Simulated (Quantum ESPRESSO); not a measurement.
# NiTe2 (Melonite): which magnetic order is lowest, part 2 of 2

Wanted: the moments of NiTe2 (Melonite) and the energy of each order that was tried.

Quantum ESPRESSO 7.5; PBEsol; plane waves with GBRV 1.5 PBEsol potentials, no spin-orbit coupling.

So far: The structure; Start 1: ferro +.

The database entry behind the starting cell differs from later determinations by our own check (c about 0.7 % long), so it need not match the best structure at ambient conditions.

## (3) Run 2 (antiferro q=(0,0,1/2) +−)

The cell is doubled to 6 atoms to hold this order. The wavevector q is in fractions of the reciprocal vectors of the crystal's primitive cell, as the cells of these inputs are built from it; moments change sign between cells as cos(2π q·R).

pw.in

```
&CONTROL
  calculation = 'scf'
  prefix = 'pwscf'
  outdir = './tmp'
  pseudo_dir = './pseudo'
  disk_io = 'nowf'
/
&SYSTEM
  ibrav = 0
  nat = 6
  ntyp = 3
  ecutwfc = 40
  ecutrho = 280
  nbnd = 40
  occupations = 'smearing'
  smearing = 'fd'
  degauss = 0.00367493
  nspin = 2
  starting_magnetization(1) = 0.1111
  starting_magnetization(2) = -0.1111
  starting_magnetization(3) = 0
/
&ELECTRONS
  conv_thr = 1.2d-08
  electron_maxstep = 150
  mixing_beta = 0.3
/
ATOMIC_SPECIES
Ni1    58.6934 ni_pbesol_v1.4.uspp.F.UPF
Ni2    58.6934 ni_pbesol_v1.4.uspp.F.UPF
Te    127.6000 te_pbesol_v1.uspp.F.UPF
CELL_PARAMETERS angstrom
   3.8610000000    0.0000000000    0.0000000000
  -1.9305000000    3.3437240840    0.0000000000
   0.0000000000    0.0000000000   10.5940000000
ATOMIC_POSITIONS crystal
Ni1     0.0000000000    0.0000000000    0.0000000000
Ni2     0.0000000000    0.0000000000    0.5000000000
Te      0.3333333333    0.6666666667    0.1250000000
Te      0.3333333333    0.6666666667    0.6250000000
Te      0.6666666667    0.3333333333    0.3750000000
Te      0.6666666667    0.3333333333    0.8750000000
K_POINTS automatic
6 6 3 0 0 0
```

Run with:

```bash
OMP_NUM_THREADS=1 mpirun -n 4 pw.x -nk 4 -in pw.in > pw.out
```

Output:

```text
[banner, memory and clock lines left out]
Program PWSCF v.7.5 starts

     Message from routine setup:
     using ibrav=0 with symmetry is DISCOURAGED, use correct ibrav instead

     bravais-lattice index     =            0
     lattice parameter (alat)  =       7.2962  a.u.
     unit-cell volume          =     922.9683 (a.u.)^3
     number of atoms/cell      =            6
     number of atomic types    =            3
     number of electrons       =        60.00
     number of Kohn-Sham states=           40
     kinetic-energy cutoff     =      40.0000  Ry
     charge density cutoff     =     280.0000  Ry
     scf convergence threshold =      1.2E-08
     mixing beta               =       0.3000
     number of iterations used =            8  plain     mixing
     Exchange-correlation= SLA  PW   PSX  PSC
                           (   1   4  10   8   0   0   0)

     celldm(1)=   7.296233  celldm(2)=   0.000000  celldm(3)=   0.000000
     celldm(4)=   0.000000  celldm(5)=   0.000000  celldm(6)=   0.000000

     crystal axes: (cart. coord. in units of alat)
               a(1) = (   1.000000   0.000000   0.000000 )
               a(2) = (  -0.500000   0.866025   0.000000 )
               a(3) = (   0.000000   0.000000   2.743849 )

     reciprocal axes: (cart. coord. in units 2 pi/alat)
               b(1) = (  1.000000  0.577350 -0.000000 )
               b(2) = (  0.000000  1.154701  0.000000 )
               b(3) = (  0.000000 -0.000000  0.364452 )

     PseudoPot. # 1 for Ni read from file:
     ni_pbesol_v1.4.uspp.F.UPF
     Pseudo is Ultrasoft + core correction, Zval = 18.0

     PseudoPot. # 2 for Ni read from file:
     ni_pbesol_v1.4.uspp.F.UPF
     Pseudo is Ultrasoft + core correction, Zval = 18.0

     PseudoPot. # 3 for Te read from file:
     te_pbesol_v1.uspp.F.UPF
     Pseudo is Ultrasoft + core correction, Zval =  6.0

     atomic species   valence    mass     pseudopotential
     Ni1              18.00    58.69340     Ni( 1.00)
     Ni2              18.00    58.69340     Ni( 1.00)
     Te                6.00   127.60000     Te( 1.00)

     Starting magnetic structure
     atomic species   magnetization
     Ni1             0.111
     Ni2            -0.111
     Te              0.000

     12 Sym. Ops., with inversion, found

   Cartesian axes

     site n.     atom                  positions (alat units)
         1        Ni1    tau(   1) = (   0.0000000   0.0000000   0.0000000  )
         2        Ni2    tau(   2) = (   0.0000000   0.0000000   1.3719244  )
         3        Te     tau(   3) = (  -0.0000000   0.5773503   0.3429811  )
         4        Te     tau(   4) = (  -0.0000000   0.5773503   1.7149055  )
         5        Te     tau(   5) = (   0.5000000   0.2886751   1.0289433  )
         6        Te     tau(   6) = (   0.5000000   0.2886751   2.4008677  )

     number of k points=    17  Fermi-Dirac smearing, width (Ry)=  0.0037
                       cart. coord. in units 2pi/alat
        k(    1) = (   0.0000000   0.0000000   0.0000000), wk =   0.0092593
        k(    2) = (   0.0000000   0.0000000   0.1214839), wk =   0.0185185
        k(    3) = (   0.0000000   0.1924501   0.0000000), wk =   0.0555556
        k(    4) = (   0.0000000   0.1924501   0.1214839), wk =   0.0555556
        k(    5) = (   0.0000000   0.3849002   0.0000000), wk =   0.0555556
        [... 12 further k-points ...]

     Dense  grid:    73049 G-vectors     FFT dimensions: (  40,  40, 108)

     Smooth grid:    31587 G-vectors     FFT dimensions: (  30,  30,  81)

     Check: negative core charge=   -0.000002
     Generating pointlists ...
     new r_m :   0.2770 (alat units)  2.0211 (a.u.) for type    1
     new r_m :   0.2770 (alat units)  2.0211 (a.u.) for type    2
     new r_m :   0.2770 (alat units)  2.0211 (a.u.) for type    3

     Initial potential from superposition of free atoms

     starting charge      55.9992, renormalised to      60.0000
     Starting wfcs are   42 randomized atomic wfcs

     Self-consistent Calculation

     iteration #  1     ecut=    40.00 Ry     beta= 0.30
     Davidson diagonalization with overlap
     ethr =  1.00E-02,  avg # of iterations =  5.8

     total energy              =    -758.15774146 Ry
     estimated scf accuracy    <      92.12273867 Ry

     total magnetization       =    -0.01 Bohr mag/cell
     absolute magnetization    =     0.94 Bohr mag/cell

     iteration #  2     ecut=    40.00 Ry     beta= 0.30
     Davidson diagonalization with overlap
     ethr =  1.00E-02,  avg # of iterations =  3.0

     total energy              =    -792.23213755 Ry
     estimated scf accuracy    <      52.66625375 Ry

     total magnetization       =    -0.00 Bohr mag/cell
     absolute magnetization    =     0.21 Bohr mag/cell

     [... further iterations left out ...]

     iteration # 20     ecut=    40.00 Ry     beta= 0.30
     Davidson diagonalization with overlap
     ethr =  1.81E-10,  avg # of iterations =  1.9

     total energy              =    -792.00832194 Ry
     estimated scf accuracy    <       0.00000004 Ry

     total magnetization       =    -0.00 Bohr mag/cell
     absolute magnetization    =     0.00 Bohr mag/cell

     iteration # 21     ecut=    40.00 Ry     beta= 0.30
     Davidson diagonalization with overlap
     ethr =  5.84E-11,  avg # of iterations =  2.0

     Magnetic moment per site  (integrated on atomic sphere of radius R)
     atom   1 (R=0.277)  charge= 16.9373  magn=  0.0000
     atom   2 (R=0.277)  charge= 16.9373  magn= -0.0000
     atom   3 (R=0.277)  charge=  2.8057  magn= -0.0000
     atom   4 (R=0.277)  charge=  2.8057  magn=  0.0000
     atom   5 (R=0.277)  charge=  2.8057  magn=  0.0000
     atom   6 (R=0.277)  charge=  2.8057  magn= -0.0000

     End of self-consistent calculation

     [... lines left out ...]
     the Fermi energy is     9.4188 ev

!    total energy              =    -792.00832195 Ry
     estimated scf accuracy    <       0.00000001 Ry
     smearing contrib. (-TS)   =      -0.00158571 Ry
     internal energy E=F+TS    =    -792.00673624 Ry

     The total energy is F=E-TS. E is the sum of the following terms:
     one-electron contribution =    -690.00618004 Ry
     hartree contribution      =     370.51783572 Ry
     xc contribution           =    -127.92356576 Ry
     ewald contribution        =    -344.59482617 Ry

     total magnetization       =    -0.00 Bohr mag/cell
     absolute magnetization    =     0.00 Bohr mag/cell

     convergence has been achieved in  21 iterations
```

Elapsed: 57 s, on 4 MPI ranks of Intel Xeon Platinum 8488C (Sapphire Rapids), shared host; peak memory 0.83 GiB.

The spin moment in the atom's sphere vanishes on all atoms.

Numbers from this step:

```yaml
smearing_term_ts: 0.02157 eV
magnetization: 0 μB
absolute_magnetization: 0 μB
final_state: non-magnetic
```

## (4) Run 3, typed as antiferro q=(0,1/2,0) +−

The cell is doubled to 6 atoms to hold this order.

pw.in

```
&CONTROL
  calculation = 'scf'
  prefix = 'pwscf'
  outdir = './tmp'
  pseudo_dir = './pseudo'
  disk_io = 'nowf'
/
&SYSTEM
  ibrav = 0
  nat = 6
  ntyp = 3
  ecutwfc = 40
  ecutrho = 280
  nbnd = 40
  occupations = 'smearing'
  smearing = 'fd'
  degauss = 0.00367493
  nspin = 2
  starting_magnetization(1) = 0.1111
  starting_magnetization(2) = -0.1111
  starting_magnetization(3) = 0
/
&ELECTRONS
  conv_thr = 1.2d-08
  electron_maxstep = 150
  mixing_beta = 0.3
/
ATOMIC_SPECIES
Ni1    58.6934 ni_pbesol_v1.4.uspp.F.UPF
Ni2    58.6934 ni_pbesol_v1.4.uspp.F.UPF
Te    127.6000 te_pbesol_v1.uspp.F.UPF
CELL_PARAMETERS angstrom
   3.8610000000    0.0000000000    0.0000000000
  -3.8610000000    6.6874481680    0.0000000000
   0.0000000000    0.0000000000    5.2970000000
ATOMIC_POSITIONS crystal
Ni1     0.0000000000    0.0000000000    0.0000000000
Ni2     0.0000000000    0.5000000000    0.0000000000
Te      0.3333333333    0.3333333334    0.2500000000
Te      0.3333333333    0.8333333333    0.2500000000
Te      0.6666666667    0.1666666666    0.7500000000
Te      0.6666666667    0.6666666666    0.7500000000
K_POINTS automatic
6 3 6 0 0 0
```

Output:

```text
     [... lines left out ...]
Program PWSCF v.7.5 starts
     [... lines left out ...]
     number of atoms/cell      =            6
     [... lines left out ...]
     number of electrons       =        60.00
     number of Kohn-Sham states=           40
     kinetic-energy cutoff     =      40.0000  Ry
     charge density cutoff     =     280.0000  Ry
     scf convergence threshold =      1.2E-08
     [... lines left out ...]
      4 Sym. Ops., with inversion, found
     [... lines left out ...]
     number of k points=    40  Fermi-Dirac smearing, width (Ry)=  0.0037
     [... lines left out ...]
     iteration # 21     ecut=    40.00 Ry     beta= 0.30
     [... lines left out ...]
     Magnetic moment per site  (integrated on atomic sphere of radius R)
     atom   1 (R=0.277)  charge= 16.9373  magn=  0.0000
     atom   2 (R=0.277)  charge= 16.9373  magn= -0.0000
     atom   3 (R=0.277)  charge=  2.8057  magn= -0.0000
     atom   4 (R=0.277)  charge=  2.8057  magn=  0.0000
     atom   5 (R=0.277)  charge=  2.8057  magn=  0.0000
     atom   6 (R=0.277)  charge=  2.8057  magn= -0.0000
     [... lines left out ...]
     the Fermi energy is     9.4187 ev
!    total energy              =    -792.00832196 Ry
     estimated scf accuracy    <          5.7E-09 Ry
     smearing contrib. (-TS)   =      -0.00158570 Ry
     [... lines left out ...]
     total magnetization       =    -0.00 Bohr mag/cell
     absolute magnetization    =     0.00 Bohr mag/cell
     convergence has been achieved in  21 iterations
```

Wall time 2.4 min (4 MPI ranks); peak memory 0.94 GiB.

The spin moment in the atom's sphere vanishes on all atoms.

This step gave:

* smearing term TS: 0.02157 eV
* magnetization: 0 μB
* absolute magnetization: 0 μB
* final state: non-magnetic

## (5) Run 4, typed as no spin polarisation

pw.in

```
&CONTROL
  calculation = 'scf'
  prefix = 'pwscf'
  outdir = './tmp'
  pseudo_dir = './pseudo'
  disk_io = 'nowf'
/
&SYSTEM
  ibrav = 0
  nat = 3
  ntyp = 2
  ecutwfc = 40
  ecutrho = 280
  nbnd = 22
  occupations = 'smearing'
  smearing = 'fd'
  degauss = 0.00367493
/
&ELECTRONS
  conv_thr = 6d-09
  electron_maxstep = 150
  mixing_beta = 0.3
/
ATOMIC_SPECIES
Ni     58.6934 ni_pbesol_v1.4.uspp.F.UPF
Te    127.6000 te_pbesol_v1.uspp.F.UPF
CELL_PARAMETERS angstrom
   3.8610000000    0.0000000000    0.0000000000
  -1.9305000000    3.3437240840    0.0000000000
   0.0000000000    0.0000000000    5.2970000000
ATOMIC_POSITIONS crystal
Ni      0.0000000000    0.0000000000    0.0000000000
Te      0.3333333333    0.6666666667    0.2500000000
Te      0.6666666667    0.3333333333    0.7500000000
K_POINTS automatic
6 6 6 0 0 0
```

Output:

```text
     [... lines left out ...]
Program PWSCF v.7.5 starts
     [... lines left out ...]
     number of atoms/cell      =            3
     [... lines left out ...]
     number of electrons       =        30.00
     number of Kohn-Sham states=           22
     kinetic-energy cutoff     =      40.0000  Ry
     charge density cutoff     =     280.0000  Ry
     scf convergence threshold =      6.0E-09
     [... lines left out ...]
     12 Sym. Ops., with inversion, found
     [... lines left out ...]
     number of k points=    34  Fermi-Dirac smearing, width (Ry)=  0.0037
     [... lines left out ...]
     iteration # 15     ecut=    40.00 Ry     beta= 0.30
     [... lines left out ...]
     the Fermi energy is     9.4187 ev
!    total energy              =    -396.00416357 Ry
     estimated scf accuracy    <          7.2E-10 Ry
     smearing contrib. (-TS)   =      -0.00079281 Ry
     [... lines left out ...]
     convergence has been achieved in  15 iterations
```

The job ended after 16 s (4 MPI ranks; peak memory 0.4 GiB).

This step gave:

```yaml
smearing_term_ts: 0.01079 eV
final_state: non-magnetic (no spin polarisation)
```

## (6) Ranking

An order is kept where moments of 0.15 μB or more survive with the typed signs; meshes match where a doubled cell samples the same k points as the first cell.

Orders:

```tsv
start	final state	typed order kept	energy over the lowest (meV a seeded atom)	largest site moment (μB)	net moment (μB a cell of the first run)	mesh matched	CPU time (s)
ferro +	non-magnetic	no	0.0352	0	0	yes	106.6
antiferro q=(0,0,1/2) +-	non-magnetic	no	0.03523	0	0	yes	222.1
antiferro q=(0,1/2,0) +-	non-magnetic	no	0.0352	0	0	yes	574.5
no spin polarisation	non-magnetic	-	0	0	0	yes	58.55
```

## (7) Summary of results

```yaml
lowest_state_found: non-magnetic (from ferro +, antiferro q=(0,0,1/2) +-, antiferro q=(0,1/2,0) +- and no spin polarisation)
largest_site_moment: 0 μB
```

What this shows: The lowest state carries no moment, and no start kept one. Only these 4 starts were compared; other wavevectors, canted and longer-period orders were not.

[Logs and program files are shortened in this print: banners, set-up blocks, solver, clock and traceback lines can be left out without a mark of their own.]

[Logs are printed without paths, hosts, clocks, repeated set-up lines and the standing remarks that a program may print on its own settings, such as how far it seeks lower states.]

[Hosts, paths, dates, database ids (printed as entryN), source tags and the programs' standing remarks are cut or masked in the printed files.]

[Where a cell is said to come from a database of computed structures, the database is the Materials Project.]
